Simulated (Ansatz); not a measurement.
**InAs/GaAs superlattices of n and n bilayers along [001]: modes against thickness**

Aim: how do the zone-centre modes of InAs/GaAs superlattices of n and n bilayers along [001] change with n?

Program: Ansatz 0.2.0. Level of theory: DFT LDA, scalar-relativistic, plane waves, PAW; PAW set soft_1. Results are calculated unless marked as measured.

This is a report of a sequence of runs, with most program output left out.

The structure was built from a prototype and need not be the compound's stable phase.

## (1) The structure

It takes space group P-4m2 (No. 115, tetragonal). Conventional cell: a = 4.140 Å, b = 4.140 Å, c = 5.855 Å, α = 90.00°, β = 90.00°, γ = 90.00°. In has 4 As at 2.54 Å nearest. Nearest to As lie 2 Ga at 2.54 Å and 2 In at 2.54 Å. Nearest to Ga lie 4 As at 2.54 Å. Farther neighbours are not listed.

## (2) First relaxation: n = 1

Lattice and positions are set free, within the symmetry that the program keeps.

The cell for n = 1 and its atoms are relaxed.

File input.yaml:

```yaml
crystal:
  lattice:
    - [4.14011, 0.0, 0.0]
    - [0.0, 4.14011, 0.0]
    - [0.0, 0.0, 5.855]
  atoms:
    - { symbol: In, position: [0.0, 0.0, 0.0] }
    - { symbol: As, position: [0.5, 0.0, 0.25] }
    - { symbol: Ga, position: [0.5, 0.5, 0.5] }
    - { symbol: As, position: [0.0, 0.5, 0.75] }
kpoints:
  mp_grid: { grid: [8, 8, 5], shift: [0.5, 0.5, 0.5] }
hamiltonian:
  xc: lda
  pseudopotentials: { kind: paw, azcp: { folder: soft_1 }, xc_functional: pbe }
scf:
  occupations: { method: gaussian, width: 0.02 }
output:
  forces: true
  stress: true
  eigenvalues: true
relax:
  adjacent_minimum: "off"
  f_tol: 0.004
  max_steps: 80
  cell: { stress_tol: 0.04 }
```

Started as:

```
$ ansatz run input.yaml --threads 4 --pin off --max-ram 16384MiB --backend cpu --events-out ev --progress --plain --runs-dir out
```

The job ended after 18 s (4 threads of Arm Neoverse V1, shared host; peak memory 0.44 GiB; 71 s of CPU time).

Relaxation path:

```
step  energy less that of the first step (eV)  largest force component (eV/Å)  pressure (GPa)  volume (Å³)
   1                                   0.0000                          1.3069           -0.46       100.36
   2                                  -0.1304                          0.5254           -0.86        99.55
   3                                  -0.1580                          0.0151           -0.31        98.81
   4                                  -0.1590                          0.0083           -0.01        98.36
   5                                  -0.1590                          0.0001            0.00        98.33
  6*                                  -0.1587                          0.0001            0.00        98.33
```

Relaxation steps marked * repeat the geometry before them on a plane-wave basis chosen anew for their cell, so energy and pressure can jump there.

Forces are held to the 8 operations that the run works with; a distortion that breaks them can't arise in this run.

```
conventional cell, symmetrised  before  after  change
                         a (Å)   4.140  4.100  -1.0 %
                         b (Å)   4.140  4.100  -1.0 %
                         c (Å)   5.855  5.850  -0.1 %
              volume (Å³/atom)   25.09  24.58  -2.0 %
```

The atoms that moved most (Å, as changes of fractional coordinates times the final cell):

| atom | dx | dy | dz | length |
| --- | --- | --- | --- | --- |
| As2 | 0.000 | 0.000 | 0.116 | 0.116 |
| As4 | 0.000 | 0.000 | -0.116 | 0.116 |

The relaxed structure:

```xyz
4
Lattice="4.0998 0.0000 0.0000 0.0000 4.0998 0.0000 0.0000 0.0000 5.8502" Properties=species:S:1:pos:R:3 pbc="T T T"
In    0.0000    0.0000    0.0000
As    2.0499    0.0000    1.5787
Ga    2.0499    2.0499    2.9251
As    0.0000    2.0499    4.2715
```

This step gave:

```
pressure          : -0.001152 GPa
gap on the k-mesh : 1.085 eV
volume per atom   : 24.58 Å³
```

The relaxation ends at 24.58 Å³/atom.

## (3) A member of the series: n = 1

The relaxation for n = 1 is finished with tight tolerances.

input.yaml, the sections that differ from step 2:

```yaml
crystal:
  lattice:
    - [4.0998413421, 0.0, 0.0]
    - [0.0, 4.0998413421, 0.0]
    - [0.0, 0.0, 5.850183291]
  atoms:
    - { symbol: In, position: [0.0, 0.0, 0.0] }
    - { symbol: As, position: [0.5, 0.0, 0.2698602301] }
    - { symbol: Ga, position: [0.5, 0.5, 0.5] }
    - { symbol: As, position: [0.0, 0.5, 0.7301397699] }
scf:
  occupations: { method: fixed }
relax:
  adjacent_minimum: "off"
  f_tol: 0.001
  max_steps: 60
  cell: { stress_tol: 0.01 }
# kpoints, hamiltonian, output: as in step 2
```

Elapsed: 6.8 s, on 4 threads; peak memory 0.42 GiB.

Little changed from the start: no atom moved by 0.005 Å and no cell edge by 0.1 %.

The largest force component left is 0.081 meV/Å.

## (4) Zone-centre modes of the member: n = 1

The force constants come from the linear response of the density to a displacement.

The zone-centre modes follow for n = 1.

input.yaml: that of step 3 with these lines changed.

```diff
@@ -18,9 +18,4 @@
 output:
-  forces: true
-  stress: true
   eigenvalues: true
-relax:
-  adjacent_minimum: "off"
-  f_tol: 0.001
-  max_steps: 60
-  cell: { stress_tol: 0.01 }
+phonons:
+  method: dfpt
```

Wall time 36 s (4 threads); peak memory 0.84 GiB.

Numbers from this step:

```yaml
sum_rule_residual_before_enforcement: 2.20e-4 eV/Å²
highest_mode_at_the_zone_centre_of_this_cell_no_lo_to_term: 246.9 cm⁻¹
lowest_mode_at_the_zone_centre_of_this_cell_translations_apart: 60.24 cm⁻¹
```

Without the LO-TO term. Patterns of degenerate modes are one choice out of their space. The modes at Γ (shares of kinetic energy by element, %):

```
mode  frequency (cm⁻¹)  In %  As %  Ga %
   1               0.0    34    45    21
   2               0.0    34    45    21
   3               0.0    34    45    21
   4              60.2    32    38    31
   5              60.2    32    38    31
   6             196.0    61    10    30
   7             207.8     0   100     0
   8             223.8    33    67     0
   9             223.8    33    67     0
  10             244.6     1    51    48
  11             244.6     1    51    48
  12             246.9     5    46    49
```

Displacements in mode 5 (60.2 cm⁻¹), the largest set to 1:
```
In1  0.79 -0.13  0.00
As2  0.60  0.14  0.00
Ga3 -1.00  0.16  0.00
As4 -0.88 -0.10  0.00
```

Displacements in mode 11 (244.6 cm⁻¹), the largest set to 1:
```
In1 -0.13  0.00  0.00
As2  0.15 -0.02  0.00
Ga3 -1.00  0.02  0.00
As4  0.98  0.00  0.00
```

Without the field, and with the three translations set apart, the lowest mode of the cell is real, 60.2 cm⁻¹, and the highest lies at 246.9 cm⁻¹.

## (5) First relaxation: n = 3

The cell for n = 3 and its atoms are relaxed.

System of this step: InGaAs2. The structure is tetragonal, space group P-4m2 (No. 115). The conventional cell has a = 4.140 Å, b = 4.140 Å, c = 17.565 Å, α = 90.00°, β = 90.00°, γ = 90.00°. Nearest to In lie 4 As at 2.54 Å. As has 4 In at 2.54 Å nearest. As has 2 Ga at 2.54 Å and 2 In at 2.54 Å nearest. Nearest to Ga lie 4 As at 2.54 Å. Nearest to As lie 4 Ga at 2.54 Å. Farther neighbours are not listed.

File input.yaml:

```yaml
crystal:
  lattice:
    - [4.14011, 0.0, 0.0]
    - [0.0, 4.14011, 0.0]
    - [0.0, 0.0, 17.565]
  atoms:
    - { symbol: In, position: [0.0, 0.0, 0.0] }
    - { symbol: As, position: [0.5, 0.0, 0.083333] }
    - { symbol: In, position: [0.5, 0.5, 0.166667] }
    - { symbol: As, position: [0.0, 0.5, 0.25] }
    - { symbol: In, position: [0.0, 0.0, 0.333333] }
    - { symbol: As, position: [0.5, 0.0, 0.416667] }
    - { symbol: Ga, position: [0.5, 0.5, 0.5] }
    - { symbol: As, position: [0.0, 0.5, 0.583333] }
    - { symbol: Ga, position: [0.0, 0.0, 0.666667] }
    - { symbol: As, position: [0.5, 0.0, 0.75] }
    - { symbol: Ga, position: [0.5, 0.5, 0.833333] }
    - { symbol: As, position: [0.0, 0.5, 0.916667] }
kpoints:
  mp_grid: { grid: [8, 8, 2], shift: [0.5, 0.5, 0.5] }
hamiltonian:
  xc: lda
  pseudopotentials: { kind: paw, azcp: { folder: soft_1 }, xc_functional: pbe }
scf:
  occupations: { method: gaussian, width: 0.02 }
output:
  forces: true
  stress: true
  eigenvalues: true
relax:
  adjacent_minimum: "off"
  f_tol: 0.004
  max_steps: 80
  cell: { stress_tol: 0.04 }
```

It took 67 s on 4 threads; peak memory 0.96 GiB; 4.4 min of CPU time.

The steps of the relaxation:

```csv
step,energy less that of the first step (eV),largest force component (eV/Å),pressure (GPa),volume (Å³)
1,0.0000,1.3004,-0.43,301.07
2,-0.3660,0.2235,-0.65,299.33
3,-0.4775,0.0490,0.13,294.50
4,-0.4799,0.0082,-0.01,295.21
5,-0.4800,0.0004,0.00,295.15
6*,-0.4791,0.0004,0.00,295.15
```

Relaxation steps marked * repeat the geometry before them on a plane-wave basis chosen anew for their cell, so energy and pressure can jump there.

The run keeps the 8 symmetry operations that it works with, so distortions that break them were not tested.

```csv
"conventional cell, symmetrised",before,after,change
a (Å),4.140,4.101,-1.0 %
b (Å),4.140,4.101,-1.0 %
c (Å),17.565,17.553,-0.1 %
volume (Å³/atom),25.09,24.60,-2.0 %
```

The atoms that moved most (Å, as changes of fractional coordinates times the final cell):

```
atom     dx     dy      dz  length
As12  0.000  0.000  -0.329   0.329
 As6  0.000  0.000   0.329   0.329
 In5  0.000  0.000   0.212   0.212
 In1  0.000  0.000  -0.212   0.212
 Ga7  0.000  0.000   0.211   0.211
Ga11  0.000  0.000  -0.211   0.211
 As4  0.000  0.000   0.106   0.106
 As2  0.000  0.000  -0.106   0.106
```

Numbers from this step:

| Quantity | Value |
| --- | --- |
| pressure | -0.001045 GPa |
| gap on the k-mesh | 1.118 eV |
| volume per atom | 24.60 Å³ |

The relaxation ends at 24.60 Å³/atom.

The cell shrank by 2.0 % in volume. First to last step the energy falls by 0.479 eV, across changes of basis; the largest move, 0.33 Å, is that of As12 and 1 other atom alike.

## (6) Relaxation of a member: n = 3

The relaxation for n = 3 is finished with tight tolerances.

File input.yaml:

```yaml
crystal:
  lattice:
    - [4.1005761878, 0.0, 0.0]
    - [0.0, 4.1005761878, 0.0]
    - [0.0, 0.0, 17.5530688986]
  atoms:
    - { symbol: In, position: [0.0, 0.0, -0.0120507467] }
    - { symbol: As, position: [0.5, 0.0, 0.0772738535] }
    - { symbol: In, position: [0.5, 0.5, 0.1666666667] }
    - { symbol: As, position: [0.0, 0.5, 0.2560594798] }
    - { symbol: In, position: [0.0, 0.0, 0.34538408] }
    - { symbol: As, position: [0.5, 0.0, 0.4353907981] }
    - { symbol: Ga, position: [0.5, 0.5, 0.5120110453] }
    - { symbol: As, position: [0.0, 0.5, 0.5893730462] }
    - { symbol: Ga, position: [0.0, 0.0, 0.6666666667] }
    - { symbol: As, position: [0.5, 0.0, 0.7439602871] }
    - { symbol: Ga, position: [0.5, 0.5, 0.8213222881] }
    - { symbol: As, position: [0.0, 0.5, 0.8979425352] }
kpoints:
  mp_grid: { grid: [8, 8, 2], shift: [0.5, 0.5, 0.5] }
hamiltonian:
  xc: lda
  pseudopotentials: { kind: paw, azcp: { folder: soft_1 }, xc_functional: pbe }
scf:
  occupations: { method: fixed }
output:
  forces: true
  stress: true
  eigenvalues: true
relax:
  adjacent_minimum: "off"
  f_tol: 0.001
  max_steps: 60
  cell: { stress_tol: 0.01 }
```

Elapsed: 25 s, on 4 threads; peak memory 0.93 GiB; 100 s of CPU time.

Little changed from the start: no atom moved by 0.005 Å and no cell edge by 0.1 %.

This step gave:

```yaml
pressure: -0.001048 GPa
```

The largest force component left is 0.44 meV/Å.

## (7) Modes of this member: n = 3

The zone-centre modes follow for n = 3.

input.yaml: that of step 6 with these lines changed.

```diff
@@ -26,9 +26,4 @@
 output:
-  forces: true
-  stress: true
   eigenvalues: true
-relax:
-  adjacent_minimum: "off"
-  f_tol: 0.001
-  max_steps: 60
-  cell: { stress_tol: 0.01 }
+phonons:
+  method: dfpt
```

Wall time 7.7 min (4 threads); peak memory 2.4 GiB.

Numbers from this step:

| Property | Result |
| --- | --- |
| sum-rule residual before enforcement | 1.74e-4 eV/Å² |
| highest mode at the zone centre of this cell (no LO-TO term) | 261.9 cm⁻¹ |
| lowest mode at the zone centre of this cell, translations apart | 41.36 cm⁻¹ |

Without the LO-TO term. Patterns of degenerate modes are one choice out of their space. The modes at Γ (shares of kinetic energy by element, %); the lowest 24 and highest 6 of 36:

| mode | frequency (cm⁻¹) | In % | As % | Ga % |
| --- | --- | --- | --- | --- |
| 1 | 0.0 | 34 | 45 | 21 |
| 2 | 0.0 | 34 | 45 | 21 |
| 3 | 0.0 | 34 | 45 | 21 |
| 4 | 41.4 | 52 | 38 | 10 |
| 5 | 41.4 | 52 | 38 | 10 |
| 6 | 42.5 | 55 | 37 | 8 |
| 7 | 42.5 | 55 | 37 | 8 |
| 8 | 49.8 | 46 | 37 | 17 |
| 9 | 49.8 | 46 | 37 | 17 |
| 10 | 64.6 | 10 | 43 | 47 |
| 11 | 64.6 | 10 | 43 | 47 |
| 12 | 75.4 | 0 | 43 | 57 |
| 13 | 75.4 | 0 | 43 | 57 |
| 14 | 78.3 | 38 | 44 | 18 |
| 15 | 79.0 | 28 | 46 | 26 |
| 16 | 146.5 | 50 | 38 | 13 |
| 17 | 149.9 | 26 | 46 | 28 |
| 18 | 199.0 | 44 | 19 | 37 |
| 19 | 208.0 | 0 | 100 | 0 |
| 20 | 219.3 | 34 | 66 | 0 |
| 21 | 219.3 | 34 | 66 | 0 |
| 22 | 220.1 | 34 | 66 | 0 |
| 23 | 220.1 | 34 | 66 | 0 |
| 24 | 221.6 | 34 | 66 | 0 |
| 31 | 242.7 | 0 | 53 | 47 |
| 32 | 244.4 | 5 | 44 | 51 |
| 33 | 249.8 | 0 | 50 | 50 |
| 34 | 249.8 | 0 | 50 | 50 |
| 35 | 260.7 | 4 | 47 | 49 |
| 36 | 261.9 | 3 | 49 | 48 |

Without the field, and with the three translations set apart, the lowest mode of the cell is real, 41.4 cm⁻¹, and the highest lies at 261.9 cm⁻¹.

## (8) The series together

The members are set side by side, also those not shown above.

Levels are modes at the zone centre of the cell, translations apart; they are counted by rank, so a column need not follow one mode. Cells along the series:

```csv
n,atoms in the cell,space group,volume (Å³/atom),first cell vector (Å),period along the axis (Å),lowest level (cm⁻¹),second level from below (cm⁻¹),third level from below (cm⁻¹),highest level (cm⁻¹)
1,4,P-4m2,24.58,4.1,5.85,60.24,196,207.8,246.9
2,8,P-4m2,24.59,4.1,11.7,46.68,55.87,71.16,257.5
3,12,P-4m2,24.6,4.101,17.55,41.36,42.49,49.78,261.9
```

## (9) What came out

```json
{
  "members": "3",
  "highest level (no LO-TO term), n = 1": "246.9 cm⁻¹",
  "highest level (no LO-TO term), n = 3": "261.9 cm⁻¹"
}
```

From n = 1 to 3 the lowest level goes from 60.2 to 41.4 cm⁻¹ and the highest from 246.9 to 261.9 cm⁻¹. These are levels by rank and need not be the same mode. The cells are relaxed freely, with no substrate to hold their plane. These are harmonic frequencies at zero temperature: anharmonic shifts, linewidths and thermal expansion are left out. The PAW files were made for PBE; the program adapts parts of them to the functional of the run, but their partial waves stay those of PBE, an approximation that was not tested in this session. The k mesh is shifted off Γ, so the gap on the mesh misses a band edge that lies there.

[Logs are printed without paths, hosts, clocks, repeated set-up lines and the standing remarks that a program may print on its own settings, such as how far it seeks lower states.]

[Hosts, paths, dates, database ids (printed as entryN), source tags and the programs' standing remarks are cut or masked in the printed files.]
